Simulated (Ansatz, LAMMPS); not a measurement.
**What do other settings change for amorphous Si0.8Ge0.2 (132 atoms)?**

Density of this cell: 2.93 g/cm³. The cell holds 132 atoms: 106 Si and 26 Ge. Its edges and angles: a = 14.027 Å, b = 14.027 Å, c = 14.027 Å, α = 90.0°, β = 90.0°, γ = 90.0°. 132 atoms (106 Si, 26 Ge) placed at random at 2.93 g/cm³, melted at 3500 K for 10 ps at fixed volume with the Tersoff potential (Tersoff, Phys. Rev. B 39, 5566 (1989)). Quenched from 3500 K to 500 K at 5 K/ps and fixed volume, annealed at 1000 K for 20 ps, held 5 ps.

Geometry: as built.

Reference run: Kohn-Sham DFT, PBE, PAW (set soft_2), plane waves (Ansatz 0.2.0), cutoff 750 eV, Γ point, gaussian smearing of 0.05 eV.

- r.m.s. force component: 0.6074 eV/Å
- spacing of highest filled and lowest empty level: 0.0204 eV
- SCF cycles: 13
- time: 2.3 min on 4 threads of Arm Neoverse V1, shared host

Variants, in no order:
A. support functions medium, radius 4.92 Å
B. support functions medium
C. support functions medium, radius 4.31 Å

Q: Order the variants from the smallest to the largest r.m.s. change of the forces.

A, C, B.

| variant | Δ force, r.m.s. (meV/Å) | share of r.m.s. force (%) | time over the reference's |
| --- | --- | --- | --- |
| A. support functions medium, radius 4.92 Å | 0.054 | 0.0089 | 2.8 |
| C. support functions medium, radius 4.31 Å | 0.118 | 0.0195 | 1.7 |
| B. support functions medium | 0.195 | 0.0321 | 1.5 |

[Hosts, paths, dates, database ids (printed as entryN), source tags and the programs' standing remarks are cut or masked in the printed files.]
